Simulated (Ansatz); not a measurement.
# Depolarisation of Li on Cu(110): the Topping model put to the test

In Topping's model the dipole per adsorbate falls as μ = μ₀/(1 + 9αn^(3/2)), with n the density and α a polarisability, so 1/μ is a straight line in n^(3/2).

How it was computed: Ansatz 0.2.0, plane waves with PAW datasets (its set soft_2), PBE; 4 layers at the tabulated experimental lattice constant with the lower two held, adsorbates relaxed from the hollow site, dipole correction. μ is the change of the cell's dipole per adsorbate, positive end outwards.

```tsv
run	n^(3/2) (nm⁻³)	1/μ (1/D)
0.111 ML	1.32	0.664
0.25 ML	4.47	?
1 ML	35.75	2.687
```

**Question.** What value belongs in the row marked “?”, and how far can the other rows tell?

Two rows fix a line: slope = (2.687 − 0.664) / (35.75 − 1.32) = 0.05876, intercept 0.58638. The intercept gives μ₀ = 1/0.5864 = 1.71 D, and slope over intercept 9α = 0.100 nm³, or α = 11 Å³, an effective value that holds the metal's image. At 4.47 it gives 0.05876 × 4.47 + 0.58638 = 0.849 1/D. Rounding of the rows alone allows about ±0.001 1/D there; two rows can't show whether the line holds.

The run itself gives 0.797 1/D: a miss of −0.052 1/D, or 6.5 % of the value. In dipoles that is 1.18 D predicted against 1.25 D found. The line meets this point to some per cent.

Caveats: Heights and bonding change with coverage, which the model leaves out; its factor is about 9 for square and hexagonal arrays and differs for rectangular ones and rows; and slabs this thin add errors of their own. Other coverages were run too and are left out of this fit, which takes cells with one adsorbate each. The test is put only to electropositive adsorbates whose dipole falls by a fifth or more between the two rows shown.

[Logs are printed without paths, hosts, clocks, repeated set-up lines and the standing remarks that a program may print on its own settings, such as how far it seeks lower states.]
